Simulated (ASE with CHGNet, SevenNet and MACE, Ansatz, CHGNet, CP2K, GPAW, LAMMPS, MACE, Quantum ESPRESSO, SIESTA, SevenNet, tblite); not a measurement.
# Machine-learned potentials on liquid 67SiO2-18Na2O-15SrO (mol %) at 3000 K (111 atoms): settings against a plane-wave reference

Wanted: machine-learned potentials inputs and outputs for liquid 67SiO2-18Na2O-15SrO (mol %) at 3000 K (111 atoms), checked against a plane-wave reference.

Method: the method is named at each step, in ASE with CHGNet, SevenNet and MACE.

## (1) Starting point

The cell holds 111 atoms: 26 Si, 14 Na, 6 Sr and 65 O. Cell: a = 12.399 Å, b = 12.399 Å, c = 12.399 Å, α = 90.0°, β = 90.0°, γ = 90.0°. 111 atoms (26 Si, 14 Na, 6 Sr, 65 O) placed at random at 2.73 g/cm³, melted at 4000 K for 10 ps at fixed volume with the Morse and Coulomb pair potential with partial charges (Pedone, Malavasi, Menziani, Cormack and Segre, J. Phys. Chem. B 110, 11780 (2006)). Snapshot at the end of a hold of 10 ps at 3000 K and zero pressure.

The yardstick, on the same geometry:

```
method                                           : Kohn-Sham DFT, PBE, PAW, plane waves (Ansatz 0.2.0); cutoff 420 eV, Γ point, fermi-dirac smearing of 0.05 eV; PAW set soft_2
r.m.s. force component                           : 3.415 eV/Å
longest force                                    : 17 eV/Å
pressure                                         : 4.402 GPa
gap (highest filled to lowest empty level) : 0.402 eV
SCF cycles                                       : 13
time                                             : 45 s on 4 threads of Arm Neoverse V1, shared host
CPU time                                         : 2.9 min
```

## (2) CHGNet 0.3.0 potential

Method: machine-learned interatomic potential CHGNet 0.3.0, trained on PBE(+U) plane-wave data.

The input, run.py:

```python
import numpy as np
from ase.io import read
import mlip  # loads the published weights by name

atoms = read("structure.xyz")
atoms.calc = mlip.calc("chgnet-0.3.0")
energy = atoms.get_potential_energy()
forces = atoms.get_forces()
print(f"energy {energy:.6f} eV")
print("forces (eV/A)")
for i, (a, f) in enumerate(zip(atoms, forces)):
    print(f"{i:4d} {a.symbol:2s} {f[0]:10.5f} {f[1]:10.5f} {f[2]:10.5f}")
stress = -atoms.get_stress(voigt=False) * 160.21766
print("stress (GPa, compression positive)")
for row in stress:
    print(" ".join(f"{x:10.4f}" for x in row))
```

The input, structure.xyz:

```xyz
111
Lattice="12.39939 0.00000 0.00000 0.00000 12.39939 0.00000 0.00000 0.00000 12.39939" Properties=species:S:1:pos:R:3 pbc="T T T"
Si 8.44485 6.22276 2.42098
Si 2.81032 6.59164 10.63793
Si 1.76158 6.32604 5.26453
Si 9.09793 1.08693 1.89934
Si 6.44632 0.98860 7.44794
Si 6.35692 11.52722 2.22668
Si 11.72263 2.77201 9.36092
Si 8.59885 10.16961 11.33081
Si 1.86226 6.98644 8.15235
Si 2.27541 0.09448 6.75705
Si 11.69498 8.97691 10.73415
Si 11.37483 6.17006 8.68007
Si 11.39578 0.91136 3.93792
Si 3.33816 8.33909 3.33271
Si 0.75711 9.90934 8.36612
Si 6.40862 8.19538 2.87765
Si 11.74904 4.90594 4.64531
Si 0.68631 3.02111 2.37647
Si 6.21085 11.47266 10.07587
Si 4.10817 2.51956 2.76370
Si 4.35095 0.03125 12.39170
Si 6.34812 7.92371 6.10447
Si 4.04914 1.50082 9.23271
Si 6.70745 3.81058 2.16506
Si 0.01376 2.31993 6.39288
Si 4.54574 0.27886 4.65200
Na 9.97097 0.49684 7.85737
Na 3.21330 9.48082 0.16975
Na 9.80271 0.14544 10.80049
Na 4.70532 10.91568 7.12171
Na 0.53751 10.08988 4.91685
Na 5.28549 4.58418 10.92473
Na 2.53481 9.42974 10.38945
Na 10.16589 7.78310 5.36881
Na 3.44195 4.61939 6.00354
Na 5.20526 7.70634 8.90822
Na 1.00237 10.55188 2.62805
Na 8.23778 6.83913 11.79207
Na 6.16770 8.62452 11.96343
Na 0.91941 6.24532 1.53021
Sr 4.10817 5.83466 1.67689
Sr 8.19724 5.18642 6.28289
Sr 10.37345 3.92156 0.01748
Sr 2.41615 2.85310 11.73962
Sr 8.89111 8.44659 8.65031
Sr 10.78921 10.01387 2.12960
O 2.71001 5.18716 4.49379
O 9.90612 1.01663 0.71681
O 7.62042 11.25046 10.68369
O 3.06451 0.53937 8.21534
O 1.68991 8.68255 8.64411
O 4.01988 7.78979 10.76317
O 3.06798 11.88978 0.11903
O 11.50614 4.42075 9.24660
O 10.52646 5.05164 5.36088
O 2.58341 6.33001 9.18596
[... 51 atom lines left out ...]
O 5.30694 10.51952 10.47252
O 3.32341 12.18500 5.61668
O 1.39518 1.40225 6.48922
O 5.81395 0.65779 6.01346
```

Command:

```
OMP_NUM_THREADS=1 python run.py > output.txt
```

What it wrote:

```text
CHGNet v0.3.0 initialized with 412,525 parameters
CHGNet will run on cpu
energy -772.201416 eV
forces (eV/A)
   0 Si   -1.67265    1.54009    0.98778
   1 Si    1.12653    3.23793    9.86476
   2 Si   -1.65067    0.28559  -12.47665
   3 Si   -9.66286    0.03010    3.01800
   4 Si   -0.39333   -2.43466   -0.71112
   5 Si    4.16887   -1.64710    4.03366
   6 Si   -2.73733   -1.14694   -2.14463
   7 Si    3.93291   -2.23756   -1.56746
   8 Si   -8.12195    6.73596   -7.67079
   9 Si    0.75053    3.55289    4.82272
  10 Si   -5.38564   -3.06423   -3.50788
  11 Si   -5.35845   -1.88837    3.79822
  12 Si    0.65577   -2.09837   -0.22302
  13 Si   -1.55435    2.51476    3.76806
  14 Si   -0.98621    1.72709   -2.43693
  15 Si    0.62968    1.46291    2.44935
  16 Si    5.95145   -4.20133   -5.67083
  17 Si    2.00995    0.02033    9.71017
  18 Si    5.68377   10.46307   -8.04481
  19 Si   -7.01975   -0.90241   -2.24092
  20 Si   10.56299    6.55164   -0.54596
  21 Si   -4.21412    1.45988   -2.26818
  22 Si   -0.41690   -3.84654   -2.13988
  23 Si    4.53864    0.99895   -6.43159
[...]
103 O    -0.63467    3.38037    2.14872
 104 O    -0.62238   -1.82578   -0.05338
 105 O    -1.24483    1.80520   -1.00860
 106 O     2.59936    0.18999    4.56182
 107 O   -10.12689  -10.32489    4.34424
 108 O     1.06109   -1.52122   -2.05798
 109 O    -0.64570    0.91140   -1.27928
 110 O    -3.04686   -1.43454   -2.92952
stress (GPa, compression positive)
    6.2999     1.4853     0.4770
    1.4853     0.3717    -0.6101
    0.4770    -0.6101     5.8979
```

The job ended after 5.4 s (1 thread of Arm Neoverse V1, shared host; peak memory 1.2 GiB).

Banners, paths, timers and routine set-up lines are dropped from the logs unmarked, and long logs keep their key lines alone; longer cuts are marked.

Numbers from this run, and their distance from the reference:

* r.m.s. force component: 3.426 eV/Å
* r.m.s. difference of force components: 289 meV/Å
* longest difference of force vectors: 1215 meV/Å
* force difference over r.m.s. force: 8.464 %
* slope of forces against the reference's: 0.9998
* correlation of force components: 0.9964
* pressure: 4.19 GPa
* pressure difference: -0.2124 GPa

Length of the force difference by element (eV/Å):

| element | atoms | mean | most |
| --- | --- | --- | --- |
| Na | 14 | 0.27 | 0.55 |
| O | 65 | 0.40 | 0.95 |
| Si | 26 | 0.65 | 1.2 |
| Sr | 6 | 0.30 | 0.43 |

A closer look about O75, picked at random: 11 atoms, nearest first, numbered in the order of the input, with positions taken from that point.

| atom | x | y | z | distance (Å) | bonds | Fx | Fy | Fz (eV/Å) |
| --- | --- | --- | --- | --- | --- | --- | --- | --- |
| O75 | 0.00 | 0.00 | 0.00 | 0.00 | 3 | -2.06 | 2.11 | 1.21 |
| Si16 | -0.85 | 0.94 | 1.10 | 1.68 | 4 | 0.63 | 1.46 | 2.45 |
| Si1 | 1.19 | -1.03 | 0.65 | 1.70 | 4 | -1.67 | 1.54 | 0.99 |
| O103 | 2.14 | -1.27 | -0.48 | 2.53 | 3 | 4.51 | -2.29 | -6.20 |
| O77 | 1.78 | -0.28 | 1.83 | 2.57 | 2 | 1.43 | 1.97 | 3.66 |
| O83 | 0.39 | -2.32 | 1.07 | 2.59 | 2 | -1.68 | -2.29 | 3.17 |
| Na38 | 0.98 | -0.41 | -2.38 | 2.61 | 3 | 0.43 | -2.27 | 1.48 |
| O85 | -0.83 | -2.21 | -1.19 | 2.65 | 3 | -1.23 | -3.24 | 1.94 |
| O98 | -1.06 | 2.42 | 0.41 | 2.67 | 2 | 1.52 | 3.22 | -0.44 |
| O86 | -2.44 | 0.52 | 1.22 | 2.78 | 3 | 2.23 | -2.35 | 0.48 |
| Na39 | -1.09 | 1.37 | -2.21 | 2.82 | 3 | -1.21 | 0.21 | 0.42 |

Atoms are counted from 1 here, from 0 in the log.

Forces lie 8.5 % from the reference's, at 0.031 times its CPU time (on 1 against 4 cores).

## (3) SevenNet l3i5 potential

Method: machine-learned interatomic potential SevenNet l3i5, trained on PBE(+U) plane-wave data.

Changes to run.py since step 2:

```diff
@@ -5,3 +5,3 @@
 atoms = read("structure.xyz")
-atoms.calc = mlip.calc("chgnet-0.3.0")
+atoms.calc = mlip.calc("7net-l3i5")
 energy = atoms.get_potential_energy()
```

structure.xyz is that of step 2.

What it wrote:

```text
energy -724.221191 eV
forces (eV/A)
   0 Si   -1.41105    1.90261    0.78612
   1 Si    0.32325    3.29953    9.27149
   2 Si   -0.87304    0.46216  -12.40788
   3 Si   -9.87944    0.48022    3.18980
   4 Si    0.27068   -2.11304   -0.34346
   5 Si    3.98284   -2.01054    3.95905
   6 Si   -2.82159   -1.45937   -2.12260
   7 Si    4.02603   -2.36025   -1.01778
   8 Si   -8.16656    5.72864   -7.64898
   9 Si    0.78283    3.74972    4.65130
  10 Si   -5.34843   -3.97443   -2.97274
  11 Si   -5.47339   -2.07833    3.20354
  12 Si    0.51018   -2.02808   -0.43080
  13 Si   -1.78820    2.31913    3.92545
  14 Si   -0.88137    1.38200   -3.12945
  15 Si    0.63184    1.50746    2.98161
  16 Si    5.64377   -3.80265   -5.78052
  17 Si    1.76155    0.28615    9.36781
  18 Si    6.34665   10.47277   -8.10200
  19 Si   -7.25296   -0.96808   -2.24983
  20 Si   10.90471    6.02610   -0.37294
  21 Si   -4.55174    1.18408   -2.29095
  22 Si   -0.39682   -3.75051   -2.46044
  23 Si    4.49966    1.42277   -5.97089
[...]
103 O    -0.66975    3.27471    2.06200
 104 O    -0.54756   -1.80897   -0.15643
 105 O    -1.13525    1.47928   -0.97192
 106 O     2.71940   -0.02438    4.64245
 107 O   -10.52084  -10.65353    4.63810
 108 O     1.01850   -1.48161   -2.04617
 109 O    -0.50367    0.66799   -1.08441
 110 O    -3.26956   -1.42876   -3.29329
stress (GPa, compression positive)
    6.4996     1.5113     0.4278
    1.5113     0.5490    -0.7534
    0.4278    -0.7534     5.9561
```

Wall time 12 s (1 thread); peak memory 1.5 GiB.

Compared with the plane-wave run:

```yaml
r_m_s_force_component: 3.411 eV/Å
r_m_s_difference_of_force_components: 164 meV/Å
longest_difference_of_force_vectors: 1015 meV/Å
force_difference_over_r_m_s_force: 4.801 %
slope_of_forces_against_the_reference_s: 0.9978
correlation_of_force_components: 0.9989
pressure: 4.335 GPa
pressure_difference: -0.0673 GPa
```

Against the first run (8.5 %), the force difference from the reference is 4.8 %, at 2.2 times the CPU time.

## (4) MACE MP-0b2 small potential

Method: machine-learned interatomic potential MACE MP-0b2 small, trained on PBE(+U) plane-wave data.

Changes to run.py since step 3:

```diff
@@ -5,3 +5,3 @@
 atoms = read("structure.xyz")
-atoms.calc = mlip.calc("7net-l3i5")
+atoms.calc = mlip.calc("mace-mp-0b2-small")
 energy = atoms.get_potential_energy()
```

structure.xyz is that of step 3.

What it wrote:

```text
energy -725.881734 eV
forces (eV/A)
   0 Si   -1.70959    1.49850    0.82152
   1 Si    0.71306    3.01726    9.18719
   2 Si   -1.06710    0.58784  -12.31997
   3 Si   -9.92267    0.51072    3.14047
   4 Si   -0.02122   -1.96755   -0.38188
   5 Si    3.93277   -1.76354    4.07779
   6 Si   -2.75342   -1.44678   -2.22574
   7 Si    4.05988   -2.67358   -1.11599
   8 Si   -7.72378    6.03090   -7.63122
   9 Si    0.68001    3.59809    4.72357
  10 Si   -5.06073   -3.53474   -2.90595
  11 Si   -5.25047   -2.01835    3.49899
  12 Si    0.60520   -2.30510   -0.15795
  13 Si   -1.87550    2.06018    3.87351
  14 Si   -0.94577    1.53500   -2.88203
  15 Si    0.45466    1.61979    2.68513
  16 Si    6.07123   -3.83569   -5.87439
  17 Si    2.10022    0.14588    9.42233
  18 Si    6.39410   11.05014   -8.34532
  19 Si   -7.18690   -0.98897   -2.11832
  20 Si   11.56952    6.26924   -0.55013
  21 Si   -4.53844    1.26578   -2.39807
  22 Si   -0.31208   -3.79019   -2.19524
  23 Si    4.46227    1.09901   -5.95159
[...]
103 O    -0.84370    3.40644    1.93238
 104 O    -0.80476   -1.55055   -0.19362
 105 O    -1.15964    1.54005   -0.96588
 106 O     2.76601    0.00615    4.59122
 107 O   -10.72651  -10.89900    4.91776
 108 O     0.96049   -1.53185   -1.98957
 109 O    -0.48709    0.82268   -1.15070
 110 O    -3.13629   -1.39792   -3.01418
stress (GPa, compression positive)
    6.7511     1.5598     0.3486
    1.5598     0.8331    -0.7118
    0.3486    -0.7118     6.1238
```

Elapsed: 7.8 s, on 1 thread; peak memory 0.67 GiB.

Compared with the plane-wave run:

| Item | Value |
| --- | --- |
| r.m.s. force component | 3.437 eV/Å |
| r.m.s. difference of force components | 209.9 meV/Å |
| longest difference of force vectors | 899.6 meV/Å |
| force difference over r.m.s. force | 6.147 % |
| slope of forces against the reference's | 1.005 |
| correlation of force components | 0.9981 |
| pressure | 4.569 GPa |
| pressure difference | 0.1671 GPa |

Against the first run (8.5 %), the force difference from the reference is 6.1 %, at 1.5 times the CPU time.

## (5) The ladder

Differences are against the plane-wave reference, forces as r.m.s. over components; share is that over the reference's r.m.s. force, slope the least-squares factor from reference forces to these. Total energies of different programs have different zeros and aren't compared.

| run | Δ force, r.m.s. (meV/Å) | share (%) | slope | Δ pressure (GPa) | cores | CPU time | memory (GiB) |
| --- | --- | --- | --- | --- | --- | --- | --- |
| reference | - | - | - | - | 4 | 2.9 min | 2.6 |
| CHGNet 0.3.0 potential | 289 | 8.46 | 1.000 | -0.212 | 1 | 5.4 s | 1.2 |
| SevenNet l3i5 potential | 164 | 4.80 | 0.998 | -0.0673 | 1 | 12 s | 1.5 |
| MACE MP-0b2 small potential | 210 | 6.15 | 1.005 | 0.167 | 1 | 7.8 s | 0.67 |

Times of the machine-learned potentials are mostly Python's start and the loading of weights.

CPU time is summed over cores on a shared host, where runs went side by side, so it is rough. Symmetry, cutoffs, thresholds, outputs and thread counts weren't matched or tuned between programs; memory under MPI is the largest rank's times the ranks.

## (6) What came out

```yaml
nearest_in_forces: SevenNet l3i5 potential, 4.8 %
its_cpu_time: 12 s
```

**Reading.** Machine-learned potentials differ by 4.8 % (SevenNet l3i5 potential) to 8.5 % (CHGNet 0.3.0 potential); they were trained on other programs' data. The frame stands for 3000 K, but pressures are static and levels are smeared at 580 K, under the temperature of the frame, which matters where levels are partly filled. Machine-learned potentials mimic data converged in k, so the reference's own k-point error enters their differences. The network of bonds at the start is that of the classical potential that made the cell, and needn't be the one that DFT or experiment would give. The reference's stress is far from hydrostatic: its diagonal is 6.6, 0.7, 6.0 GPa, compression counted positive. The electronic-structure runs sample only Γ, in a cell whose shortest periodic width is 12 Å.

[Also dropped from logs without a mark: logging warnings of Python, and SIESTA's first energy breakdown and zero terms.]

[Logs are printed without paths, hosts, clocks, repeated set-up lines and the standing remarks that a program may print on its own settings, such as how far it seeks lower states.]

[Hosts, paths, dates, database ids (printed as entryN), source tags and the programs' standing remarks are cut or masked in the printed files.]
